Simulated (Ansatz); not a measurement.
## CS2NF5 (P-1): how G0W0 depends on its starting point

One-shot GW is not self-consistent; how far does the start matter for CS2NF5 (P-1)?

Method: G0W0 on several functionals, plane waves, PAW, in Ansatz 0.2.0.

Report form: the programs' logs are mostly left out.

In doubt: masses and optical values from hybrid runs of this build are listed as unsure (step 4), which bears on the screening that GW takes from such a start.

## 1. Starting point

The cell holds 18 atoms: 2 C, 4 S, 2 N and 10 F. Its edges and angles: a = 4.851 Å, b = 7.407 Å, c = 7.946 Å, α = 97.5°, β = 90.7°, γ = 91.9°. It derives from CS2NF5.

Geometry: measured cell, ions relaxed with PBE. The runs that relaxed it are not among those shown.

## 2. G0W0 on PBEsol

G0W0 replaces the xc potential by the self-energy, built once from these orbitals. Only a window of levels is corrected, while the sums run over the empty bands that the input names. This step takes PAW set soft_1 files.

This step: G0W0 on PBEsol, plane waves, PAW; PAW set soft_1.

File input.yaml:

```yaml
crystal:
  lattice:
    - [4.851, 0.0, 0.0]
    - [-0.2429962821, 7.4030130222, 0.0]
    - [-0.0929160701, -1.0366422871, 7.8775412009]
  atoms:
    - { symbol: C, position: [0.3704668563, 0.511281436, 0.7789674265] }
    - { symbol: C, position: [0.6295331437, 0.488718564, 0.2210325735] }
    - { symbol: S, position: [0.5069110792, 0.6743134807, 0.7030080864] }
    - { symbol: S, position: [0.4930889208, 0.3256865193, 0.2969919136] }
    - { symbol: S, position: [0.1123244275, 0.1912861656, 0.7728123248] }
    - { symbol: S, position: [0.8876755725, 0.8087138344, 0.2271876752] }
    - { symbol: "N", position: [0.2695326305, 0.3914099602, 0.8545470961] }
    - { symbol: "N", position: [0.7304673695, 0.6085900398, 0.1454529039] }
    - { symbol: F, position: [0.9498932602, 0.2824875867, 0.6277270521] }
    - { symbol: F, position: [0.0501067398, 0.7175124133, 0.3722729479] }
    - { symbol: F, position: [0.2661306003, 0.0907955868, 0.9117928285] }
    - { symbol: F, position: [0.7338693997, 0.9092044132, 0.0882071715] }
    - { symbol: F, position: [0.9605213198, -0.0004253749, 0.7012299471] }
    - { symbol: F, position: [0.0394786802, 1.0004253749, 0.2987700529] }
    - { symbol: F, position: [0.860244641, 0.2319621255, 0.89906027] }
    - { symbol: F, position: [0.139755359, 0.7680378745, 0.10093973] }
    - { symbol: F, position: [0.3582205304, 0.1401040865, 0.6410071536] }
    - { symbol: F, position: [0.6417794696, 0.8598959135, 0.3589928464] }
kpoints:
  mp_grid: { grid: [4, 2, 2] }
hamiltonian:
  xc: pbesol
  pseudopotentials: { kind: paw, azcp: { folder: soft_1 }, xc_functional: pbe }
scf:
  occupations: { method: fixed }
gw:
  n_empty_bands: 1064
  ecut_chi: 140.0
  qp_bands: [v4, c4]
  qp_kpoints: band_edges
  screening: { model: contour_deformation }
```

The run is started by

```bash
$ ansatz run input.yaml --threads 2 --pin off --max-ram 92160MiB --backend cuda --events-out ev --progress --plain --runs-dir out --devices 1 --max-vram 13GiB
```

Elapsed: 87 s, on 1 × NVIDIA H100 80GB HBM3 (shared by 6 runs) with 2 threads of AMD EPYC 7R13 (Zen 3), shared host; peak memory 4.2 GiB.

This step gave:

| Property | Result |
| --- | --- |
| bands summed | 1120 |
| RPA ε∞ on this mesh (eigenvalues) | 1.903, 1.967, 2.824 |
| plane waves in the screening matrix | 1057 |
| q-points in the mesh | 16 |
| G0W0 gap on the mesh | 6.628 eV |
| k of the valence top | 0, -0.5, 0 |
| k of the conduction bottom | 0, -0.5, -0.5 |
| starting gap on the mesh | 2.920 eV |
| Z at the valence top | 0.7940 |
| Z at the conduction bottom | 0.8095 |
| least direct G0W0 gap on the computed points | 6.641 eV |

The gap on the mesh goes from 2.92 eV to 6.63 eV, a correction of +3.71 eV. Between the two edge states, bare exchange in place of the xc potential would open the gap by 8.68 eV, and correlation takes back 4.97 eV.

## 3. G0W0 on PBE

The same correction from a different start measures what one shot leaves open.

This step: G0W0 on PBE, plane waves, PAW; PAW set soft_1.

Edit input.yaml of step 2 so:

```diff
@@ -27,4 +27,4 @@
 hamiltonian:
-  xc: pbesol
-  pseudopotentials: { kind: paw, azcp: { folder: soft_1 }, xc_functional: pbe }
+  xc: pbe
+  pseudopotentials: { kind: paw, azcp: { folder: soft_1 } }
 scf:
```

Elapsed: 1.8 min, on 1 × NVIDIA H100 80GB HBM3 (shared by 6 runs) with 2 threads; peak memory 4.2 GiB; 3.3 min of CPU time.

This step gave:

| Quantity | Value |
| --- | --- |
| bands summed | 1120 |
| RPA ε∞ on this mesh (eigenvalues) | 1.895, 1.955, 2.810 |
| plane waves in the screening matrix | 1057 |
| q-points in the mesh | 16 |
| G0W0 gap on the mesh | 6.654 eV |
| k of the valence top | 0, -0.5, 0 |
| k of the conduction bottom | 0, -0.5, -0.5 |
| starting gap on the mesh | 2.921 eV |
| Z at the valence top | 0.7943 |
| Z at the conduction bottom | 0.8100 |
| least direct G0W0 gap on the computed points | 6.666 eV |

Against the run with 4×2×2 mesh, 1064 empty bands, screening to 140 eV, PAW set soft_1 files on PBEsol, the gap moves by +0.03 eV.

## 4. G0W0 on HSE06

This step: G0W0 on HSE06, plane waves, PAW; PAW set soft_1.

Edit input.yaml of step 3 so:

```diff
@@ -27,3 +27,3 @@
 hamiltonian:
-  xc: pbe
+  xc: hse06
   pseudopotentials: { kind: paw, azcp: { folder: soft_1 } }
```

The job ended after 5.6 min (1 × NVIDIA H100 80GB HBM3 (shared by 6 runs) with 2 threads; peak memory 4.7 GiB; 7.5 min of CPU time).

This step gave:

* bands summed: 1120
* RPA ε∞ on this mesh (eigenvalues): 1.770, 1.815, 2.496
* plane waves in the screening matrix: 1057
* G0W0 gap on the mesh: 7.242 eV
* k of the valence top: 0, -0.5, 0
* k of the conduction bottom: 0, -0.5, -0.5
* starting gap on the mesh: 4.268 eV
* least direct G0W0 gap on the computed points: 7.258 eV

Against the run with 4×2×2 mesh, 1064 empty bands, screening to 140 eV, PAW set soft_1 files on PBE, the gap moves by +0.59 eV, while the start moved by +1.35 eV.

## 5. The starts together

All on the 4×2×2 mesh with 1064 empty bands and screening to 140 eV. Times are wall times on 1 × NVIDIA H100 80GB HBM3 (shared by 6 runs) with 2 threads of AMD EPYC 7R13 (Zen 3), shared host, good to a factor of about two.

```csv
start,starting gap (eV),shift (eV),G0W0 gap (eV),RPA ε∞ (harmonic mean),"Z (valence, conduction)",time
PBEsol,2.92,+3.71,6.63,2.16,"0.79, 0.81",87 s
PBE,2.92,+3.73,6.65,2.15,"0.79, 0.81",1.8 min
HSE06,4.27,+2.97,7.24,1.98,"0.83, 0.84",5.6 min
```

The parts of the quasiparticle energy at the two band edges (eV; QP = start + Σx + Σc − Vxc):

```
   run               edge  start      Σx     Σc     Vxc     Z     QP
PBEsol        valence top   0.77  -19.41   1.70  -16.01  0.79  -0.94
PBEsol  conduction bottom   3.69  -14.05  -3.28  -19.33  0.81   5.69
   PBE        valence top   0.80  -19.43   1.69  -16.06  0.79  -0.89
   PBE  conduction bottom   3.72  -14.08  -3.27  -19.40  0.81   5.77
 HSE06        valence top  -0.02  -19.23   1.36  -16.60  0.83  -1.30
 HSE06  conduction bottom   4.25  -13.09  -3.03  -17.82  0.84   5.95
```

For a hybrid start, Vxc holds its share of exact exchange.

## 6. Outcome

- G0W0@PBEsol: 6.63 eV (start 2.92 eV)
- G0W0@PBE: 6.65 eV (start 2.92 eV)
- G0W0@HSE06: 7.24 eV (start 4.27 eV)
- known limits: not at the basis limit; coarse k mesh

The starting gaps span 1.35 eV and the G0W0 gaps 0.61 eV. Between PBEsol and HSE06, 0.61 eV of the 1.35 eV survives, 46 %. HSE06 screens less than PBEsol (ε∞ 1.98 against 2.16). Of the 0.61 eV by which its G0W0 gap is higher, the correlation part gives +0.58 eV, and exchange with the one-particle terms, which follow the orbitals, +0.03 eV. The smallest correction, +2.97 eV, is on HSE06, the start nearest to reproducing itself. Bands and cutoff are finite, so the gap is not at the basis limit. The miss can reach some tenths of an eV and take either sign; the mesh is an error of its own. The 4×2×2 mesh is coarse for this cell (its supercell is 15 Å along the shortest edge). The RPA ε∞ on it, from the PBEsol start, is 1.90, 1.97 and 2.82; such meshes misread the long-range screening, most where the gap is narrow.

[Paths, hosts, dates, memory and timing lines, banners, echoed tables and standing remarks are left out of the program output.]

[Logs are printed without paths, hosts, clocks, repeated set-up lines and the standing remarks that a program may print on its own settings, such as how far it seeks lower states.]

[Runs of the session that timed out or met a known fault of the program may be left out.]

[Cells called generated may have been cut or substituted from an entry of the Crystallography Open Database or the Materials Project.]

[Hosts, paths, dates, database ids (printed as entryN), source tags and the programs' standing remarks are cut or masked in the printed files.]
